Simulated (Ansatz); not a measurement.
## CS2NF5 (P-1): band gap by G0W0 on PBE

How far does one-shot GW move the PBE gap of CS2NF5 (P-1)?

Main program and level: Ansatz 0.2.0; PBE, then G0W0 on it, plane waves, PAW.

This is a report of a sequence of runs, with most program output left out.

In doubt: masses and optical values from hybrid runs of this build are listed as unsure (in some of the runs), which bears on the screening that GW takes from such a start.

## 1. Set-up

The cell holds 18 atoms: 2 C, 4 S, 2 N and 10 F. Cell: a = 4.851 Å, b = 7.407 Å, c = 7.946 Å, α = 97.5°, β = 90.7°, γ = 91.9°.

The start is a cell from the Crystallography Open Database.

## 2. Relaxation

The structure is relaxed first.

This step: DFT, PBE, plane waves, PAW; PAW set soft_1.

Contents of input.yaml:

```yaml
crystal:
  lattice:
    - [4.851, 0.0, 0.0]
    - [-0.2429962821, 7.4030130222, 0.0]
    - [-0.0929160701, -1.0366422871, 7.8775412009]
  atoms:
    - { symbol: C, position: [0.3764, 0.5076, 0.7806] }
    - { symbol: C, position: [0.6236, 0.4924, 0.2194] }
    - { symbol: S, position: [0.50892, 0.67052, 0.70603] }
    - { symbol: S, position: [0.49108, 0.32948, 0.29397] }
    - { symbol: S, position: [0.11907, 0.19101, 0.77463] }
    - { symbol: S, position: [0.88093, 0.80899, 0.22537] }
    - { symbol: "N", position: [0.2814, 0.3872, 0.8543] }
    - { symbol: "N", position: [0.7186, 0.6128, 0.1457] }
    - { symbol: F, position: [0.959, 0.28172, 0.63533] }
    - { symbol: F, position: [0.041, 0.71828, 0.36467] }
    - { symbol: F, position: [0.2719, 0.09121, 0.90767] }
    - { symbol: F, position: [0.7281, 0.90879, 0.09233] }
    - { symbol: F, position: [0.9656, 0.00581, 0.70568] }
    - { symbol: F, position: [0.0344, 0.99419, 0.29432] }
    - { symbol: F, position: [0.8777, 0.2322, 0.9009] }
    - { symbol: F, position: [0.1223, 0.7678, 0.0991] }
    - { symbol: F, position: [0.3531, 0.14084, 0.6434] }
    - { symbol: F, position: [0.6469, 0.85916, 0.3566] }
kpoints:
  mp_grid: { grid: [4, 4, 4] }
hamiltonian:
  xc: pbe
  pseudopotentials: { kind: paw, azcp: { folder: soft_1 } }
scf:
  occupations: { method: fermi_dirac, width: 0.02 }
relax:
  f_tol: 0.02
  max_steps: 60
```

On the command line:

```console
> ansatz run input.yaml --threads 2 --pin off --max-ram 92160MiB --backend cuda --events-out ev --progress --plain --runs-dir out --devices 1 --max-vram 13GiB
```

It took 36 s on 1 × NVIDIA H100 80GB HBM3 (shared by 6 runs) with 2 threads of AMD EPYC 7R13 (Zen 3), shared host; peak memory 0.99 GiB; 54 s of CPU time.

The steps of the relaxation:

| step | energy less that of the first step (eV) | largest force component (eV/Å) |
| --- | --- | --- |
| 1 | 0.0000 | 1.2625 |
| 2 | -0.1972 | 0.7775 |
| 3 | -0.2643 | 0.3181 |
| 4 | -0.2982 | 0.7996 |
| 5 | -0.3304 | 0.1860 |
| 6 | -0.3340 | 0.0313 |
| 7 | -0.3343 | 0.0149 |

Forces are held to the 2 operations that the run works with; a distortion that breaks them can't arise in this run.

The atoms that moved most (Å):

| atom | dx | dy | dz | length |
| --- | --- | --- | --- | --- |
| F16 | 0.084 | 0.000 | 0.014 | 0.086 |
| F15 | -0.084 | 0.000 | -0.014 | 0.086 |
| F9 | -0.044 | 0.014 | -0.060 | 0.075 |
| F10 | 0.044 | -0.014 | 0.060 | 0.075 |
| N8 | 0.059 | -0.031 | -0.002 | 0.066 |
| N7 | -0.059 | 0.031 | 0.002 | 0.066 |
| F13 | -0.023 | -0.042 | -0.035 | 0.059 |
| F14 | 0.023 | 0.042 | 0.035 | 0.059 |

Final coordinates:

```cif
data_structure
_symmetry_space_group_name_H-M 'P 1'
_symmetry_Int_Tables_number 1
_cell_length_a 4.8510
_cell_length_b 7.4070
_cell_length_c 7.9460
_cell_angle_alpha 97.470
_cell_angle_beta 90.670
_cell_angle_gamma 91.880
_cell_volume 282.90
loop_
_atom_site_label
_atom_site_type_symbol
_atom_site_fract_x
_atom_site_fract_y
_atom_site_fract_z
_atom_site_occupancy
C1 C 0.37047 0.51128 0.77897 1
C2 C 0.62953 0.48872 0.22103 1
S3 S 0.50691 0.67431 0.70301 1
S4 S 0.49309 0.32569 0.29699 1
S5 S 0.11232 0.19129 0.77281 1
S6 S 0.88768 0.80871 0.22719 1
N7 N 0.26953 0.39141 0.85455 1
N8 N 0.73047 0.60859 0.14545 1
F9 F 0.94989 0.28249 0.62773 1
F10 F 0.05011 0.71751 0.37227 1
F11 F 0.26613 0.09080 0.91179 1
F12 F 0.73387 0.90920 0.08821 1
F13 F 0.96052 0.99957 0.70123 1
F14 F 0.03948 0.00043 0.29877 1
F15 F 0.86024 0.23196 0.89906 1
F16 F 0.13976 0.76804 0.10094 1
F17 F 0.35822 0.14010 0.64101 1
F18 F 0.64178 0.85990 0.35899 1
```

## 3. The PBE band structure

Levels along a band path and on the mesh show where this functional puts the band edges.

Contents of input.yaml:

```yaml
crystal:
  lattice:
    - [4.851, 0.0, 0.0]
    - [-0.2429962821, 7.4030130222, 0.0]
    - [-0.0929160701, -1.0366422871, 7.8775412009]
  atoms:
    - { symbol: C, position: [0.3704668563, 0.511281436, 0.7789674265] }
    - { symbol: C, position: [0.6295331437, 0.488718564, 0.2210325735] }
    - { symbol: S, position: [0.5069110792, 0.6743134807, 0.7030080864] }
    - { symbol: S, position: [0.4930889208, 0.3256865193, 0.2969919136] }
    - { symbol: S, position: [0.1123244275, 0.1912861656, 0.7728123248] }
    - { symbol: S, position: [0.8876755725, 0.8087138344, 0.2271876752] }
    - { symbol: "N", position: [0.2695326305, 0.3914099602, 0.8545470961] }
    - { symbol: "N", position: [0.7304673695, 0.6085900398, 0.1454529039] }
    - { symbol: F, position: [0.9498932602, 0.2824875867, 0.6277270521] }
    - { symbol: F, position: [0.0501067398, 0.7175124133, 0.3722729479] }
    - { symbol: F, position: [0.2661306003, 0.0907955868, 0.9117928285] }
    - { symbol: F, position: [0.7338693997, 0.9092044132, 0.0882071715] }
    - { symbol: F, position: [0.9605213198, -0.0004253749, 0.7012299471] }
    - { symbol: F, position: [0.0394786802, 1.0004253749, 0.2987700529] }
    - { symbol: F, position: [0.860244641, 0.2319621255, 0.89906027] }
    - { symbol: F, position: [0.139755359, 0.7680378745, 0.10093973] }
    - { symbol: F, position: [0.3582205304, 0.1401040865, 0.6410071536] }
    - { symbol: F, position: [0.6417794696, 0.8598959135, 0.3589928464] }
kpoints:
  mp_grid: { grid: [6, 4, 4] }
  band_path:
    path:
      - [[0.0, 0.0, 0.0], [-0.5, 0.0, 0.0]]
      - [[0.0, 0.0, -0.5], [0.0, 0.0, 0.0], [0.0, -0.5, 0.0]]
      - [[0.5, -0.5, 0.5], [0.0, 0.0, 0.0], [0.0, -0.5, 0.5]]
      - [[0.5, -0.5, 0.0], [0.0, 0.0, 0.0], [-0.5, 0.0, 0.5]]
    npoints: 10
hamiltonian:
  xc: pbe
  pseudopotentials: { kind: paw, azcp: { folder: soft_1 } }
scf:
  occupations: { method: fermi_dirac, width: 0.02 }
  n_extra_bands: 10
output:
  eigenvalues: true
  forces: true
  stress: true
  write_density: true
  write_potential: true
  elf: true
  volumetric_format: npy
```

Wall time 24 s (1 × NVIDIA H100 80GB HBM3 (shared by 6 runs) with 2 threads); peak memory 1.3 GiB.

Numbers from this step:

```
pressure             : 1.237 GPa
filled bands         : 56
gap                  : 2.871 eV
valence top at       : k = (0.000, -0.500, 0.250)
conduction bottom at : k = (0.167, 0.250, 0.250)
least direct gap     : 2.921 eV
```

Over mesh and path the gap is 2.871 eV, from k = (0.000, -0.500, 0.250) to k = (0.167, 0.250, 0.250). The least direct gap found is 2.921 eV, at k = (0.167, 0.250, 0.250).

Electronic bands along the path, in eV, zero at the top of the highest nominally filled band:

| point | band 53 | band 54 | band 55 | band 56 | band 57 | band 58 | band 59 | band 60 |
| --- | --- | --- | --- | --- | --- | --- | --- | --- |
| Γ | -0.74 | -0.64 | -0.08 | -0.03 | 2.93 | 3.26 | 4.59 | 4.69 |
| halfway | -0.74 | -0.63 | -0.13 | -0.10 | 2.96 | 3.21 | 4.67 | 4.83 |
| X | -0.75 | -0.62 | -0.18 | -0.17 | 2.99 | 3.16 | 4.77 | 4.96 |
| jump to Y | -0.88 | -0.41 | -0.13 | -0.07 | 2.99 | 3.21 | 4.46 | 4.80 |
| halfway | -0.83 | -0.51 | -0.11 | -0.04 | 2.96 | 3.24 | 4.51 | 4.77 |
| Γ | -0.74 | -0.64 | -0.08 | -0.03 | 2.93 | 3.26 | 4.59 | 4.69 |
| halfway | -0.73 | -0.65 | -0.06 | -0.02 | 2.94 | 3.16 | 4.67 | 4.85 |
| Z | -0.72 | -0.67 | -0.03 | -0.01 | 3.00 | 3.04 | 4.79 | 4.83 |
| jump to R2 | -1.03 | -0.29 | -0.14 | -0.11 | 3.08 | 3.12 | 4.77 | 4.82 |
| halfway | -0.89 | -0.46 | -0.13 | -0.07 | 3.01 | 3.19 | 4.64 | 4.81 |
| Γ | -0.74 | -0.64 | -0.08 | -0.03 | 2.93 | 3.26 | 4.59 | 4.69 |
| halfway | -0.84 | -0.51 | -0.09 | -0.02 | 2.98 | 3.14 | 4.58 | 4.85 |
| T2 | -0.90 | -0.41 | -0.10 | -0.02 | 2.91 | 3.12 | 4.76 | 4.85 |
| jump to U2 | -0.74 | -0.64 | -0.13 | -0.11 | 3.02 | 3.21 | 4.76 | 4.87 |
| halfway | -0.74 | -0.65 | -0.11 | -0.08 | 3.04 | 3.17 | 4.69 | 4.75 |
| Γ | -0.74 | -0.64 | -0.08 | -0.03 | 2.93 | 3.26 | 4.59 | 4.69 |
| halfway | -0.88 | -0.47 | -0.15 | -0.09 | 3.03 | 3.16 | 4.59 | 4.86 |
| V2 | -1.02 | -0.28 | -0.19 | -0.18 | 3.05 | 3.08 | 4.72 | 4.97 |

Electrostatic potential energy in the bc plane at fractional x = 0.112, with atoms of S and F within 0.2 Å of it. With pseudopotentials it is smooth inside the atoms' cores, unlike the true potential.

Values in eV, 12 rows by 16 columns, each cell a mean:
```
  6   2   2   2   3   5   5   7   8   8   8   7   7   8   8   8
  4  -5 -20 -27 -17  -4  -3   3   6   7   7   8   8   8   8   7
  0 -19 -39 -38 -35  -7   1   4   6   6   7   8   8   8   8   6
 -4 -11 -29 -30 -16   0   5   6   6   7   7   8   8   8   7   3
  5   3   1   0   0   4   7   7   7   8   8   8   8   8   8   7
  8   7   7   7   7   7   8   8   8   8   8   7   8   8   8   8
  7   7   8   8   8   8   8   8   8   7   3 -11  -7   6   7   7
-15   0   7   8   8   8   8   8   8   7 -11 -36 -26   2   4  -6
-31  -6   7   8   8   8   8   8   8   7   3  -6  -3  -1  -1 -25
  4   7   8   8   8   8   8   8   8   7   6  -1 -12  -8   1   2
  8   8   8   8   8   8   8   8   8   7   5 -25 -39 -27   3   7
  8   7   7   7   7   7   8   8   8   8   7  -8 -17  -3   7   8
```
Columns run along b (7.4 Å; values clipped at the 3rd and 97th percentile), rows up along c (7.9 Å). Atoms in or near the plane, at fractional coordinates: S at (0.19, 0.77), F at (0.77, 0.10).

Valence density in the bc plane at fractional x = 0.112, with atoms of S and F within 0.2 Å of it. It is the smooth field of the valence electrons, not physical close to the nuclei.

Values in units of 1e0 e/Å³, 12 rows by 16 columns, each cell a mean:
```
0.3 0.6 0.5 0.2 0.2 0.2 0.2 0.2 0.1 0.0 0.0 0.1 0.1 0.0 0.0 0.1
0.3 0.8 0.9 0.7 0.7 0.7 0.7 0.4 0.1 0.0 0.0 0.0 0.0 0.0 0.0 0.1
0.5 0.8 0.8 0.5 1.0 0.7 0.4 0.2 0.1 0.1 0.0 0.0 0.0 0.0 0.1 0.2
0.9 0.8 0.8 0.9 0.8 0.4 0.2 0.1 0.0 0.0 0.0 0.0 0.0 0.0 0.1 0.6
0.2 0.2 0.2 0.4 0.6 0.4 0.1 0.0 0.0 0.0 0.0 0.0 0.0 0.0 0.1 0.2
0.0 0.0 0.0 0.1 0.1 0.1 0.0 0.0 0.0 0.0 0.0 0.1 0.1 0.0 0.0 0.0
0.1 0.1 0.0 0.0 0.0 0.0 0.0 0.0 0.0 0.1 0.4 1.7 1.3 0.3 0.1 0.1
2.2 0.7 0.1 0.0 0.0 0.0 0.0 0.0 0.0 0.2 1.6 6.0 3.5 0.5 0.3 1.3
4.6 1.1 0.1 0.0 0.0 0.0 0.0 0.0 0.0 0.1 0.4 1.0 0.7 0.3 0.6 3.1
0.5 0.1 0.0 0.0 0.0 0.0 0.0 0.0 0.0 0.0 0.1 0.6 1.4 0.9 0.4 0.5
0.0 0.0 0.0 0.0 0.0 0.0 0.0 0.0 0.0 0.0 0.3 3.7 9.0 3.6 0.4 0.1
0.0 0.1 0.1 0.0 0.0 0.0 0.0 0.0 0.0 0.0 0.2 1.6 3.0 1.0 0.1 0.0
```
Columns run along b (7.4 Å), rows up along c (7.9 Å). Atoms in or near the plane, at fractional coordinates: S at (0.19, 0.77), F at (0.77, 0.10).

## 4. The quasiparticle correction

G0W0 replaces the xc potential by a self-energy built once from the orbitals of the start. Levels are corrected in the window of bands that the input names, at points of the mesh.

This step: G0W0 on PBE, plane waves, PAW; PAW set soft_1.

Changes to input.yaml since step 3:

```diff
@@ -25,10 +25,3 @@
 kpoints:
-  mp_grid: { grid: [6, 4, 4] }
-  band_path:
-    path:
-      - [[0.0, 0.0, 0.0], [-0.5, 0.0, 0.0]]
-      - [[0.0, 0.0, -0.5], [0.0, 0.0, 0.0], [0.0, -0.5, 0.0]]
-      - [[0.5, -0.5, 0.5], [0.0, 0.0, 0.0], [0.0, -0.5, 0.5]]
-      - [[0.5, -0.5, 0.0], [0.0, 0.0, 0.0], [-0.5, 0.0, 0.5]]
-    npoints: 10
+  mp_grid: { grid: [4, 2, 2] }
 hamiltonian:
@@ -37,11 +30,8 @@
 scf:
-  occupations: { method: fermi_dirac, width: 0.02 }
-  n_extra_bands: 10
-output:
-  eigenvalues: true
-  forces: true
-  stress: true
-  write_density: true
-  write_potential: true
-  elf: true
-  volumetric_format: npy
+  occupations: { method: fixed }
+gw:
+  n_empty_bands: 1064
+  ecut_chi: 140.0
+  qp_bands: [v4, c4]
+  qp_kpoints: band_edges
+  screening: { model: contour_deformation }
```

Elapsed: 1.8 min, on 1 × NVIDIA H100 80GB HBM3 (shared by 6 runs) with 2 threads; peak memory 4.2 GiB.

Numbers from this step:

```yaml
bands_summed: 1120
rpa_eps_infinity_on_this_mesh_eigenvalues: 1.895, 1.955, 2.810
plane_waves_in_the_screening_matrix: 1057
q_points_in_the_mesh: 16
g0w0_gap_over_the_corrected_points: 6.654 eV
k_of_the_valence_top: 0, -0.5, 0
k_of_the_conduction_bottom: 0, -0.5, -0.5
starting_gap_on_the_mesh: 2.921 eV
z_at_the_valence_top: 0.7943
z_at_the_conduction_bottom: 0.8100
least_direct_g0w0_gap_over_the_corrected_points: 6.666 eV
```

Over all 12 irreducible mesh points the G0W0 gap is 6.654 eV, from k = (0.000, -0.500, 0.000) to k = (0.000, -0.500, -0.500). The PBE gap of this run on the mesh is 2.921 eV. The two states that bound the G0W0 gap lie that far apart at the start, so the correction of the gap is 6.654 − 2.921 = +3.733 eV. The start of this run differs from the step before in mesh (6×4×4 and 4×2×2).

Labels follow the order of the start: v1 is the top filled band, c1 the lowest empty one; levels that stay degenerate share a row, the window can cut a multiplet, doubted levels are not marked in this list, bands outside the window were not corrected, and the list may be a part of the corrected levels. Levels before and after the correction, in eV, zero at the valence-band top of each column:

|  | conduction bottom | valence top |
| --- | --- | --- |
| Kohn-Sham | 2.92 | 0.00 |
| G0W0 | 6.65 | 0.00 |

|  | level | occupation | energy (eV) |
| --- | --- | --- | --- |
| Kohn-Sham | (0 -0.5 0) v3 | 2 | -0.658 |
| Kohn-Sham | (0 -0.5 0) v2 | 2 | -0.019 |
| Kohn-Sham | (0 -0.5 0) v1 | 2 | 0.000 |
| Kohn-Sham | (0 -0.5 0) c1 | 0 | 3.008 |
| Kohn-Sham | (0 -0.5 0) c2 | 0 | 3.045 |
| Kohn-Sham | (0 -0.5 0) c3 | 0 | 4.802 |
| Kohn-Sham | (0 -0.5 -0.5) v3 | 2 | -0.398 |
| Kohn-Sham | (0 -0.5 -0.5) v2 | 2 | -0.089 |
| Kohn-Sham | (0 -0.5 -0.5) v1 | 2 | -0.008 |
| Kohn-Sham | (0 -0.5 -0.5) c1 | 0 | 2.921 |
| Kohn-Sham | (0 -0.5 -0.5) c2 | 0 | 3.133 |
| Kohn-Sham | (0 -0.5 -0.5) c3 | 0 | 4.769 |
| G0W0 | (0 -0.5 0) v3 | 2 | -0.605 |
| G0W0 | (0 -0.5 0) v2 | 2 | -0.016 |
| G0W0 | (0 -0.5 0) v1 | 2 | 0.000 |
| G0W0 | (0 -0.5 0) c1 | 0 | 6.769 |
| G0W0 | (0 -0.5 0) c2 | 0 | 6.763 |
| G0W0 | (0 -0.5 0) c3 | 0 | 8.517 |
| G0W0 | (0 -0.5 -0.5) v3 | 2 | -0.301 |
| G0W0 | (0 -0.5 -0.5) v2 | 2 | -0.106 |
| G0W0 | (0 -0.5 -0.5) v1 | 2 | -0.011 |
| G0W0 | (0 -0.5 -0.5) c1 | 0 | 6.654 |
| G0W0 | (0 -0.5 -0.5) c2 | 0 | 6.852 |
| G0W0 | (0 -0.5 -0.5) c3 | 0 | 8.494 |

The parts of the quasiparticle energy for the two states that bound the G0W0 gap, in eV on the run's own scale (QP = start + Σx + Σc − Vxc, with Σc at the quasiparticle energy):

| edge | k | band | start | Σx | Σc | Vxc | Z | QP |
| --- | --- | --- | --- | --- | --- | --- | --- | --- |
| valence top | (0.000, -0.500, 0.000) | 56 | 0.803 | −19.434 | 1.689 | −16.056 | 0.794 | −0.885 |
| conduction bottom | (0.000, -0.500, -0.500) | 57 | 3.724 | −14.083 | −3.271 | −19.399 | 0.810 | 5.769 |

## 5. The runs together

Each gap is the least one over the points named; times are wall times on shared hosts, not benchmarks. A G0W0 time includes the run's own self-consistent start. Rows marked * are further runs, not shown as steps, whose inputs differ from the G0W0 step on the same start in the columns given; solver thresholds can differ too.

| level | mesh | files, cutoff | bands summed, screening | points | gap (eV) | valence top | conduction bottom | least direct gap (eV) | time |
| --- | --- | --- | --- | --- | --- | --- | --- | --- | --- |
| PBE | 6×4×4 | soft_1 PAW, 420 eV | - | mesh and path | 2.871 | (0.000, -0.500, 0.250) | (0.167, 0.250, 0.250) | 2.921 | 24 s |
| G0W0@PBE* | 4×2×2 | soft_1 PAW, 420 eV | 230, 42 eV | all 12 irreducible mesh points | 6.625 | (0.000, -0.500, 0.000) | (0.000, -0.500, -0.500) | 6.639 | 18 s |
| G0W0@PBE* | 4×2×2 | soft_1 PAW, 420 eV | 550, 84 eV | all 12 irreducible mesh points | 6.650 | (0.000, -0.500, 0.000) | (0.000, -0.500, -0.500) | 6.662 | 44 s |
| G0W0@PBE | 4×2×2 | soft_1 PAW, 420 eV | 1120, 140 eV | all 12 irreducible mesh points | 6.654 | (0.000, -0.500, 0.000) | (0.000, -0.500, -0.500) | 6.666 | 1.8 min |
| G0W0@PBE* | 2×2×2 | soft_1 PAW, 420 eV | 550, 84 eV | all 8 irreducible mesh points | 6.670 | (0.000, -0.500, 0.000) | (0.000, -0.500, -0.500) | 6.682 | 33 s |
| G0W0@PBE* | 4×2×2 | soft_1 PAW, 420 eV | 1120, 140 eV, plasmon pole | all 12 irreducible mesh points | 6.792 | (0.000, -0.500, 0.000) | (0.000, -0.500, -0.500) | 6.805 | 3.1 min |

## 6. Results

```yaml
pbe_gap_over_mesh_and_path: 2.871 eV, from k = (0.000, -0.500, 0.250) to k = (0.167, 0.250, 0.250)
g0w0_pbe_gap_over_all_12_irreducible_mesh_points: 6.654 eV, from k = (0.000, -0.500, 0.000) to k = (0.000, -0.500, -0.500)
estimated_limit_in_bands_and_cutoff_on_this_mesh: 6.658 eV
gw_settings: 4×2×2 mesh, 1064 empty bands, screening to 140 eV, PAW set soft_1 files
known_limits: finite bands, screening cutoff and k mesh; no spin-orbit coupling in G0W0
```

Over all 12 irreducible mesh points the G0W0 gap is 6.654 eV, from k = (0.000, -0.500, 0.000) to k = (0.000, -0.500, -0.500). The PBE gap of this run on the mesh is 2.921 eV. The two states that bound the G0W0 gap lie that far apart at the start, so the correction of the gap is 6.654 − 2.921 = +3.733 eV. The valence state moves by −0.885 − 0.803 = −1.688 eV and the conduction state by 5.769 − 3.724 = +2.045 eV, on the run's own scale; with 230 bands the edge states move by −1.163 and +2.542 eV, so the split between the edges depends on the bands and cutoff. Over mesh and path, PBE puts the valence top at k = (0.000, -0.500, 0.250) and conduction bottom at k = (0.167, 0.250, 0.250), where no G0W0 correction was computed. The G0W0 gap over the whole zone is therefore not known from this run; at its settings it can only be equal to or under the 6.654 eV found, and no correction is carried over from another point. For the start itself the gap is 2.871 eV over mesh and path and 2.921 eV on the mesh of the G0W0 run, in runs that differ in mesh (6×4×4 and 4×2×2). From 230 bands and 42 eV to 1120 bands and 140 eV the gap moves by 6.654 − 6.625 = +0.029 eV (rung by rung 6.625, 6.650, 6.654 eV); bands and screening cutoff rise together, so their parts are not told apart. A line in one over the bands through the two highest rungs gives 6.654 + (6.654 − 6.650) × 550 / (1120 − 550) = 6.658 eV, and through the pair below 6.650 + (6.650 − 6.625) × 230 / (550 − 230) = 6.668 eV. The two agree within 0.03 eV and the same two states bound the gap in each rung, so 6.658 eV is taken as an estimate of the limit on this mesh. With the 2×2×2 mesh in place of the 4×2×2 mesh and all else as in the G0W0@PBE row with 550 bands, the gap differs by 6.670 − 6.650 = +0.020 eV, and that of the start by 2.921 − 2.921 = +0.000 eV. With the plasmon pole model in place of the contour deformation model and all else as in the G0W0@PBE row with 1120 bands, the gap differs by 6.792 − 6.654 = +0.138 eV. G0W0 on other starts in this series, not shown as steps and not all at these settings: 7.242 eV on HSE06 (4×2×2, soft_1 PAW, 1120 bands, 140 eV) and 6.628 eV on PBEsol (4×2×2, soft_1 PAW, 1120 bands, 140 eV). The G0W0 runs are scalar-relativistic. G0W0@PBE runs of this series with other atomic data on the same mesh, not shown as steps, give 6.635 eV (hard PAW, 1050 eV, 1633 bands, screening to 182 eV); where bands and cutoffs differ too, the part of the files is not isolated.

[Paths, hosts, dates, memory and timing lines, banners, echoed tables and standing remarks are left out of the program output.]

[Logs are printed without paths, hosts, clocks, repeated set-up lines and the standing remarks that a program may print on its own settings, such as how far it seeks lower states.]

[Runs of the session that timed out or met a known fault of the program may be left out.]

[Cells called generated may have been cut or substituted from an entry of the Crystallography Open Database or the Materials Project.]

[Hosts, paths, dates, database ids (printed as entryN), source tags and the programs' standing remarks are cut or masked in the printed files.]

[Where an RPA ε∞ is given, it is that of the G0W0 mesh and is not shown converged in it. Names of k-points follow the symmetry that the program found, which can be lower than the space group named. Band edges on a path are those of the sampled points; other points can move an edge, and change direct to indirect where valleys lie close.]

[Hybrid gaps are those of their k-mesh and are not shown converged in it.]
